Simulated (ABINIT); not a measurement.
## Beyond one shot: RbIO3 (R3m)

Aim: iterate the self-energy on RbIO3 (R3m) and follow the gap from cycle to cycle.

Method: LDA and many-body steps on it, plane waves, in ABINIT 10.8.3.

Report form: the programs' logs are mostly left out.

## (1) Set-up

The structure is trigonal, space group R3m (No. 160). Conventional cell: a = 6.375 Å, b = 6.375 Å, c = 7.866 Å, α = 90.00°, β = 90.00°, γ = 120.00°. Rb has 12 O at 3.09 to 3.36 Å nearest. I has 3 O at 1.82 Å nearest. Nearest to O lie 2 I at 1.82 to 2.73 Å and 4 Rb at 3.09 to 3.36 Å. Farther neighbours and most contacts between anions are not listed.

The cell and positions are those that the Materials Project relaxed with its own functionals (PBE, PBE+U or r2SCAN), kept fixed. Spin-orbit coupling is left out unless a step names it.

## (2) Empty states on the mesh, 2×2×2 mesh, 84 bands

This step: ABINIT 10.8.3; DFT, LDA, plane waves, norm-conserving pseudopotentials.

The sums over transitions need many empty states on a uniform mesh; this step solves for them.

Contents of run.abi:

```
acell 3*1.0 Angstrom
rprim 
  3.187728926621 1.840436153888 2.622110720600
  -3.187728926621 1.840436153888 2.622110720600
  -0.000000000000 -3.680872307776 2.622110720600
ntypat 3
znucl 37 53 8
natom 5
typat 1 2 3 3 3
xred 
  0.515642950000 0.515642950000 0.515642950000
  0.001050200000 0.001050200000 0.001050200000
  0.036532590000 0.601941670000 0.036532590000
  0.036532590000 0.036532590000 0.601941670000
  0.601941670000 0.036532590000 0.036532590000
pp_dirpath "pseudos"
pseudos "Rb.upf, I.upf, O.upf"
ecut 36
ngkpt 2 2 2
nshiftk 1
shiftk 0 0 0
kptopt 1
chksymbreak 0
iscf -2
irdden 1
istwfk *1
nband 84
nbdbuf 6
tolwfr 1e-09
nstep 60
prtvol 0
indata_prefix "in"
outdata_prefix "out"
tmpdata_prefix "tmp"
```

On the command line:

```console
OMP_NUM_THREADS=1 mpirun -n 4 abinit run.abi > log
```

Wall time 17 s (4 MPI ranks of Arm Neoverse V2, shared host); peak memory 0.33 GiB.

This step gave:

| Item | Value |
| --- | --- |
| gap | 2.723 eV |
| k of the valence top | 0.5, 0.5, 0.5 |
| k of the conduction bottom | 0.5, 0.5, 0.5 |
| least direct gap | 2.723 eV |
| k points computed | 4 |
| lowest point of the top converged band, above the valence top | 38.19 eV |

On this mesh the gap is 2.723 eV.

The density comes from a self-consistent run that is not shown.

## (3) Screening, 2×2×2 mesh, 78 bands, screening to 106.1 eV

The RPA dielectric matrix is built and inverted for each q.

This step: RPA screening on LDA, plane waves, norm-conserving pseudopotentials.

run.abi: that of step 2 with these lines changed.

```diff
@@ -23,10 +23,11 @@
 chksymbreak 0
-iscf -2
-irdden 1
 istwfk *1
-nband 84
-nbdbuf 6
-tolwfr 1e-09
-nstep 60
-prtvol 0
+occopt 1
+irdwfk 1
+optdriver 3
+nband 78
+ecuteps 3.9
+inclvkb 2
+awtr 1
+symchi 1
 indata_prefix "in"
```

The job ended after 8.3 s (4 MPI ranks; peak memory 0.74 GiB).

This step gave:

| Quantity | Value |
| --- | --- |
| ε∞ with local fields, on this mesh, along the program's q direction | 3.992 |
| the same without local fields | 4.696 |
| plasma frequency | 22.54 eV |
| plane waves in the screening matrix | 251 |

Local fields lower ε∞ by 15 %. On a Γ-centred mesh this coarse the value itself is usually too large, while a short band sum pulls it down.

## (4) G0W0

The self-energy is evaluated for the states that the input lists, and the levels follow from it, in one-shot runs by the linearised quasiparticle equation.

This step: G0W0 on LDA, plane waves, norm-conserving pseudopotentials.

run.abi: that of step 3 with these lines changed.

```diff
@@ -26,8 +26,17 @@
 irdwfk 1
-optdriver 3
+optdriver 4
 nband 78
+gwcalctyp 0
+ecutsigx 36
+symsigma 1
+nkptgw 2
+kptgw 
+  0.5000000000 0.5000000000 0.5000000000
+  0.0000000000 0.0000000000 0.0000000000
+bdgw 
+  16 19
+  14 20
 ecuteps 3.9
-inclvkb 2
-awtr 1
-symchi 1
+irdscr 1
+ppmodel 1
 indata_prefix "in"
```

Wall time 5.1 s (4 MPI ranks); peak memory 0.59 GiB; 20 s of CPU time.

This step gave:

* G0W0 gap on the points computed: 4.591 eV
* starting gap on the mesh: 2.723 eV
* k of the valence top: 0.5, 0.5, 0.5
* k of the conduction bottom: 0.5, 0.5, 0.5
* Z at the valence top: 0.791
* Z at the conduction bottom: 0.816
* least direct G0W0 gap on the computed points: 4.591 eV

The gap on the mesh goes from 2.72 eV to 4.59 eV, a correction of +1.87 eV.

## (5) evGW0, cycle 1

This step: evGW0 on LDA, plane waves, norm-conserving pseudopotentials.

run.abi: that of step 4 with these lines changed.

```diff
@@ -28,12 +28,16 @@
 nband 78
-gwcalctyp 0
+gwcalctyp 10
 ecutsigx 36
 symsigma 1
-nkptgw 2
+nkptgw 4
 kptgw 
+  0.0000000000 0.0000000000 0.0000000000
+  0.5000000000 0.0000000000 0.0000000000
+  0.5000000000 0.5000000000 0.0000000000
   0.5000000000 0.5000000000 0.5000000000
-  0.0000000000 0.0000000000 0.0000000000
 bdgw 
-  16 19
-  14 20
+  5 23
+  5 23
+  5 23
+  5 23
 ecuteps 3.9
```

Elapsed: 24 s, on 4 MPI ranks; peak memory 1.1 GiB; 96 s of CPU time.

Numbers from this step:

| Property | Result |
| --- | --- |
| quasiparticle gap on the mesh | 5.025 eV |
| gap of the density functional on the mesh | 2.723 eV |
| k of the valence top | 0.5, 0.5, 0.5 |
| k of the conduction bottom | 0.5, 0.5, 0.5 |
| Z at the valence top | 0.791 |
| Z at the conduction bottom | 0.816 |
| least direct quasiparticle gap on the computed points | 5.025 eV |

Against G0W0 in ABINIT (2×2×2 mesh, 78 bands, screening to 106.1 eV, Godby-Needs plasmon pole), the gap moves by +0.434 eV. This first cycle still uses the starting levels; it takes the full correction, at all points of the mesh, and its linearised value is 4.591 eV.

## (6) evGW0, cycle 2

The corrected levels of the last cycle go back in.

run.abi: that of step 5 with these lines changed.

```diff
@@ -45,2 +45,3 @@
 ppmodel 1
+irdqps 1
 indata_prefix "in"
```

It took 24 s on 4 MPI ranks; peak memory 1.1 GiB.

This step gave:

* quasiparticle gap on the mesh: 4.784 eV
* gap of the density functional on the mesh: 2.723 eV
* k of the valence top: 0.5, 0.5, 0.5
* k of the conduction bottom: 0.5, 0.5, 0.5
* least direct quasiparticle gap on the computed points: 4.784 eV

Against the cycle before, the gap moves by −0.241 eV.

## (7) evGW0, cycle 3

run.abi is that of step 6.

Wall time 24 s (4 MPI ranks); peak memory 1.1 GiB; 97 s of CPU time.

This step gave:

```yaml
quasiparticle_gap_on_the_mesh: 4.808 eV
gap_of_the_density_functional_on_the_mesh: 2.723 eV
k_of_the_valence_top: 0.5, 0.5, 0.5
k_of_the_conduction_bottom: 0.5, 0.5, 0.5
least_direct_quasiparticle_gap_on_the_computed_points: 4.808 eV
```

Against the cycle before, the gap moves by +0.024 eV.

## (8) evGW0, cycle 4

run.abi is that of step 7.

The job ended after 24 s (4 MPI ranks; peak memory 1.1 GiB; 96 s of CPU time).

This step gave:

```yaml
quasiparticle_gap_on_the_mesh: 4.805 eV
gap_of_the_density_functional_on_the_mesh: 2.723 eV
k_of_the_valence_top: 0.5, 0.5, 0.5
k_of_the_conduction_bottom: 0.5, 0.5, 0.5
least_direct_quasiparticle_gap_on_the_computed_points: 4.805 eV
```

Against the cycle before, the gap moves by −0.003 eV.

## (9) Screening, 2×2×2 mesh, 78 bands, screening to 106.1 eV

This step: RPA screening on LDA, plane waves, norm-conserving pseudopotentials.

run.abi: that of step 8 with these lines changed.

```diff
@@ -26,22 +26,13 @@
 irdwfk 1
-optdriver 4
+optdriver 3
 nband 78
+ecuteps 3.9
+inclvkb 2
+awtr 1
+symchi 1
 gwcalctyp 10
-ecutsigx 36
-symsigma 1
-nkptgw 4
-kptgw 
-  0.0000000000 0.0000000000 0.0000000000
-  0.5000000000 0.0000000000 0.0000000000
-  0.5000000000 0.5000000000 0.0000000000
-  0.5000000000 0.5000000000 0.5000000000
-bdgw 
-  5 23
-  5 23
-  5 23
-  5 23
-ecuteps 3.9
-irdscr 1
-ppmodel 1
-irdqps 1
+mbpt_sciss 2.118 eV
+nqptdm 1
+qptdm 
+  0 0 0
 indata_prefix "in"
```

Elapsed: 6.7 s, on 4 MPI ranks; peak memory 0.74 GiB; 26 s of CPU time.

This step gave:

- ε∞ with local fields, on this mesh, along the program's q direction: 3.325
- the same without local fields: 3.798
- plasma frequency: 22.54 eV
- plane waves in the screening matrix: 251

This screening uses the functional's bands under a rigid shift, the mean opening of the cycle before.

## (10) Screening, 2×2×2 mesh, 78 bands, screening to 106.1 eV

This step: RPA screening on LDA from quasiparticle energies, plane waves, norm-conserving pseudopotentials.

run.abi: that of step 9 with these lines changed.

```diff
@@ -32,7 +32,9 @@
 symchi 1
+irdqps 1
 gwcalctyp 10
-mbpt_sciss 2.118 eV
-nqptdm 1
+nqptdm 3
 qptdm 
-  0 0 0
+  0.5000000000 0.0000000000 0.0000000000
+  0.5000000000 0.5000000000 0.0000000000
+  0.5000000000 0.5000000000 0.5000000000
 indata_prefix "in"
```

Contents of mrgscr.stdin:

```
2
merged
q0_SCR
out_SCR
1
```

On the command line:

```console
OMP_NUM_THREADS=1 mpirun -n 4 abinit run.abi > log; mrgscr < mrgscr.stdin
```

It took 4.2 s on 4 MPI ranks; peak memory 0.56 GiB.

This step gave:

- plasma frequency: 22.54 eV
- plane waves in the screening matrix: 251

This screening reads the quasiparticle levels of the cycle before.

## (11) evGW, cycle 1

This step: evGW on LDA, plane waves, norm-conserving pseudopotentials.

run.abi: that of step 10 with these lines changed.

```diff
@@ -26,12 +26,10 @@
 irdwfk 1
-optdriver 3
+optdriver 4
 nband 78
-ecuteps 3.9
-inclvkb 2
-awtr 1
-symchi 1
-irdqps 1
 gwcalctyp 10
-nqptdm 3
-qptdm 
+ecutsigx 36
+symsigma 1
+nkptgw 4
+kptgw 
+  0.0000000000 0.0000000000 0.0000000000
   0.5000000000 0.0000000000 0.0000000000
@@ -39,2 +37,11 @@
   0.5000000000 0.5000000000 0.5000000000
+bdgw 
+  5 23
+  5 23
+  5 23
+  5 23
+ecuteps 3.9
+irdscr 1
+ppmodel 1
+irdqps 1
 indata_prefix "in"
```

On the command line:

```console
OMP_NUM_THREADS=1 mpirun -n 4 abinit run.abi > log
```

The job ended after 24 s (4 MPI ranks; peak memory 1.1 GiB).

Numbers from this step:

| Property | Result |
| --- | --- |
| quasiparticle gap on the mesh | 5.2 eV |
| gap of the density functional on the mesh | 2.723 eV |
| k of the valence top | 0.5, 0.5, 0.5 |
| k of the conduction bottom | 0.5, 0.5, 0.5 |
| least direct quasiparticle gap on the computed points | 5.2 eV |

Against G0W0 in ABINIT (2×2×2 mesh, 78 bands, screening to 106.1 eV, Godby-Needs plasmon pole), the gap moves by +0.609 eV.

## (12) Screening, 2×2×2 mesh, 78 bands, screening to 106.1 eV

This step: RPA screening on LDA, plane waves, norm-conserving pseudopotentials.

run.abi: that of step 11 with these lines changed.

```diff
@@ -26,22 +26,13 @@
 irdwfk 1
-optdriver 4
+optdriver 3
 nband 78
+ecuteps 3.9
+inclvkb 2
+awtr 1
+symchi 1
 gwcalctyp 10
-ecutsigx 36
-symsigma 1
-nkptgw 4
-kptgw 
-  0.0000000000 0.0000000000 0.0000000000
-  0.5000000000 0.0000000000 0.0000000000
-  0.5000000000 0.5000000000 0.0000000000
-  0.5000000000 0.5000000000 0.5000000000
-bdgw 
-  5 23
-  5 23
-  5 23
-  5 23
-ecuteps 3.9
-irdscr 1
-ppmodel 1
-irdqps 1
+mbpt_sciss 2.574 eV
+nqptdm 1
+qptdm 
+  0 0 0
 indata_prefix "in"
```

It took 6.7 s on 4 MPI ranks; peak memory 0.74 GiB; 27 s of CPU time.

This step gave:

| Quantity | Value |
| --- | --- |
| ε∞ with local fields, on this mesh, along the program's q direction | 3.225 |
| the same without local fields | 3.667 |
| plasma frequency | 22.54 eV |
| plane waves in the screening matrix | 251 |

This screening uses the functional's bands under a rigid shift, the mean opening of the cycle before.

## (13) Screening, 2×2×2 mesh, 78 bands, screening to 106.1 eV

This step: RPA screening on LDA from quasiparticle energies, plane waves, norm-conserving pseudopotentials.

run.abi: that of step 12 with these lines changed.

```diff
@@ -32,7 +32,9 @@
 symchi 1
+irdqps 1
 gwcalctyp 10
-mbpt_sciss 2.574 eV
-nqptdm 1
+nqptdm 3
 qptdm 
-  0 0 0
+  0.5000000000 0.0000000000 0.0000000000
+  0.5000000000 0.5000000000 0.0000000000
+  0.5000000000 0.5000000000 0.5000000000
 indata_prefix "in"
```

mrgscr.stdin is that of step 10.

On the command line:

```console
OMP_NUM_THREADS=1 mpirun -n 4 abinit run.abi > log; mrgscr < mrgscr.stdin
```

Run time: 4.2 s. Hardware: 4 MPI ranks; peak memory 0.57 GiB; 16 s of CPU time.

This step gave:

- plasma frequency: 22.54 eV
- plane waves in the screening matrix: 251

This screening reads the quasiparticle levels of the cycle before.

## (14) evGW, cycle 2

This step: evGW on LDA, plane waves, norm-conserving pseudopotentials.

run.abi: that of step 13 with these lines changed.

```diff
@@ -26,12 +26,10 @@
 irdwfk 1
-optdriver 3
+optdriver 4
 nband 78
-ecuteps 3.9
-inclvkb 2
-awtr 1
-symchi 1
-irdqps 1
 gwcalctyp 10
-nqptdm 3
-qptdm 
+ecutsigx 36
+symsigma 1
+nkptgw 4
+kptgw 
+  0.0000000000 0.0000000000 0.0000000000
   0.5000000000 0.0000000000 0.0000000000
@@ -39,2 +37,11 @@
   0.5000000000 0.5000000000 0.5000000000
+bdgw 
+  5 23
+  5 23
+  5 23
+  5 23
+ecuteps 3.9
+irdscr 1
+ppmodel 1
+irdqps 1
 indata_prefix "in"
```

On the command line:

```console
OMP_NUM_THREADS=1 mpirun -n 4 abinit run.abi > log
```

Wall time 24 s (4 MPI ranks); peak memory 1.1 GiB.

This step gave:

```
quasiparticle gap on the mesh                         : 5.249 eV
gap of the density functional on the mesh             : 2.723 eV
k of the valence top                                  : 0.5, 0.5, 0.5
k of the conduction bottom                            : 0.5, 0.5, 0.5
least direct quasiparticle gap on the computed points : 5.249 eV
```

Against the cycle before, the gap moves by +0.049 eV.

## (15) Screening, 2×2×2 mesh, 78 bands, screening to 106.1 eV

This step: RPA screening on LDA, plane waves, norm-conserving pseudopotentials.

run.abi: that of step 14 with these lines changed.

```diff
@@ -26,22 +26,13 @@
 irdwfk 1
-optdriver 4
+optdriver 3
 nband 78
+ecuteps 3.9
+inclvkb 2
+awtr 1
+symchi 1
 gwcalctyp 10
-ecutsigx 36
-symsigma 1
-nkptgw 4
-kptgw 
-  0.0000000000 0.0000000000 0.0000000000
-  0.5000000000 0.0000000000 0.0000000000
-  0.5000000000 0.5000000000 0.0000000000
-  0.5000000000 0.5000000000 0.5000000000
-bdgw 
-  5 23
-  5 23
-  5 23
-  5 23
-ecuteps 3.9
-irdscr 1
-ppmodel 1
-irdqps 1
+mbpt_sciss 2.630 eV
+nqptdm 1
+qptdm 
+  0 0 0
 indata_prefix "in"
```

The job ended after 6.8 s (4 MPI ranks; peak memory 0.74 GiB).

This step gave:

| Quantity | Value |
| --- | --- |
| ε∞ with local fields, on this mesh, along the program's q direction | 3.214 |
| the same without local fields | 3.651 |
| plasma frequency | 22.54 eV |
| plane waves in the screening matrix | 251 |

This screening uses the functional's bands under a rigid shift, the mean opening of the cycle before.

## (16) Screening, 2×2×2 mesh, 78 bands, screening to 106.1 eV

This step: RPA screening on LDA from quasiparticle energies, plane waves, norm-conserving pseudopotentials.

run.abi: that of step 15 with these lines changed.

```diff
@@ -32,7 +32,9 @@
 symchi 1
+irdqps 1
 gwcalctyp 10
-mbpt_sciss 2.630 eV
-nqptdm 1
+nqptdm 3
 qptdm 
-  0 0 0
+  0.5000000000 0.0000000000 0.0000000000
+  0.5000000000 0.5000000000 0.0000000000
+  0.5000000000 0.5000000000 0.5000000000
 indata_prefix "in"
```

mrgscr.stdin is that of step 13.

On the command line:

```console
OMP_NUM_THREADS=1 mpirun -n 4 abinit run.abi > log; mrgscr < mrgscr.stdin
```

The job ended after 4.2 s (4 MPI ranks; peak memory 0.57 GiB).

Numbers from this step:

```
plasma frequency                    : 22.54 eV
plane waves in the screening matrix : 251
```

This screening reads the quasiparticle levels of the cycle before.

## (17) evGW, cycle 3

This step: evGW on LDA, plane waves, norm-conserving pseudopotentials.

run.abi: that of step 16 with these lines changed.

```diff
@@ -26,12 +26,10 @@
 irdwfk 1
-optdriver 3
+optdriver 4
 nband 78
-ecuteps 3.9
-inclvkb 2
-awtr 1
-symchi 1
-irdqps 1
 gwcalctyp 10
-nqptdm 3
-qptdm 
+ecutsigx 36
+symsigma 1
+nkptgw 4
+kptgw 
+  0.0000000000 0.0000000000 0.0000000000
   0.5000000000 0.0000000000 0.0000000000
@@ -39,2 +37,11 @@
   0.5000000000 0.5000000000 0.5000000000
+bdgw 
+  5 23
+  5 23
+  5 23
+  5 23
+ecuteps 3.9
+irdscr 1
+ppmodel 1
+irdqps 1
 indata_prefix "in"
```

On the command line:

```console
OMP_NUM_THREADS=1 mpirun -n 4 abinit run.abi > log
```

The job ended after 24 s (4 MPI ranks; peak memory 1.1 GiB).

Numbers from this step:

- quasiparticle gap on the mesh: 5.254 eV
- gap of the density functional on the mesh: 2.723 eV
- k of the valence top: 0.5, 0.5, 0.5
- k of the conduction bottom: 0.5, 0.5, 0.5
- least direct quasiparticle gap on the computed points: 5.254 eV

Against the cycle before, the gap moves by +0.005 eV.

## (18) Side by side

Times are wall times on 4 MPI ranks of Arm Neoverse V2, shared host, good to a factor of about two. A run's time includes the screening step that it read.

| run | mesh | bands | screening cutoff (eV) | DFT gap (eV) | gap on the mesh (eV) | direct (eV) | ε∞ used | time |
| --- | --- | --- | --- | --- | --- | --- | --- | --- |
| G0W0 | 2×2×2 | 78 | 106.1 | 2.723 | 4.591 | 4.591 | 3.99 | 13 s |
| evGW0, cycle 1 | 2×2×2 | 78 | 106.1 | 2.723 | 5.025 | 5.025 | 3.99 | 32 s |
| evGW0, cycle 2 | 2×2×2 | 78 | 106.1 | 2.723 | 4.784 | 4.784 | 3.99 | 32 s |
| evGW0, cycle 3 | 2×2×2 | 78 | 106.1 | 2.723 | 4.808 | 4.808 | 3.99 | 32 s |
| evGW0, cycle 4 | 2×2×2 | 78 | 106.1 | 2.723 | 4.805 | 4.805 | 3.99 | 32 s |
| evGW, cycle 1 | 2×2×2 | 78 | 106.1 | 2.723 | 5.200 | 5.200 | 3.33 | 35 s |
| evGW, cycle 2 | 2×2×2 | 78 | 106.1 | 2.723 | 5.249 | 5.249 | 3.23 | 35 s |
| evGW, cycle 3 | 2×2×2 | 78 | 106.1 | 2.723 | 5.254 | 5.254 | 3.21 | 35 s |

## (19) Outcome

```json
{
  "G0W0": "4.591 eV",
  "evGW0, cycle 1": "5.025 eV",
  "evGW0, cycle 2": "4.784 eV",
  "evGW0, cycle 3": "4.808 eV",
  "evGW0, cycle 4": "4.805 eV",
  "evGW, cycle 1": "5.200 eV",
  "evGW, cycle 2": "5.249 eV",
  "evGW, cycle 3": "5.254 eV",
  "known limits": "not at the basis limit; no spin-orbit coupling; coarse k mesh"
}
```

Only the bands that the input lists are updated; the others, empty or deep, keep the functional's energies or take a rigid shift. The evGW loop starts from the last levels of evGW0, so its cycles and time come on top of those. evGW0 ends at 4.80 eV, +0.21 eV from G0W0, after 4 cycles that took 97 s beside the first screening; the last moved the gap by 0.003 eV. evGW ends at 5.25 eV, +0.66 eV from G0W0, after 3 cycles that took 1.7 min beside the first screening; the last moved the gap by 0.005 eV. The first cycle of evGW0 takes the full correction, without the factor Z, so it overshoots the one-shot value. Bands and cutoff are finite, so the gap is not at the basis limit. The miss can reach some tenths of an eV and take either sign; the mesh is an error of its own. The 2×2×2 mesh is coarse for this cell, which bears on the long-range parts of exchange and screening. In the updated screening the q = 0 part is built from Kohn-Sham bands under a rigid shift, the other q from the quasiparticle levels. The many-body steps are scalar-relativistic: spin-orbit coupling is not in them.

[Paths, hosts, dates, memory and timing lines, banners, echoed tables and standing remarks are left out of the program output.]

[Logs are printed without paths, hosts, clocks, repeated set-up lines and the standing remarks that a program may print on its own settings, such as how far it seeks lower states.]

[Runs of the session that timed out or met a known fault of the program may be left out.]

[Hosts, paths, dates, database ids (printed as entryN), source tags and the programs' standing remarks are cut or masked in the printed files.]

[G0W0 gaps are taken among the corrected bands and points alone; a level outside them can change the order at an edge.]

[Where Ansatz stands beside ABINIT at settings called matched, ABINIT's density can come from a denser mesh and the files from another edition; pairs whose starting gaps differed by over 0.03 eV were left out, so agreement reads better than it is.]
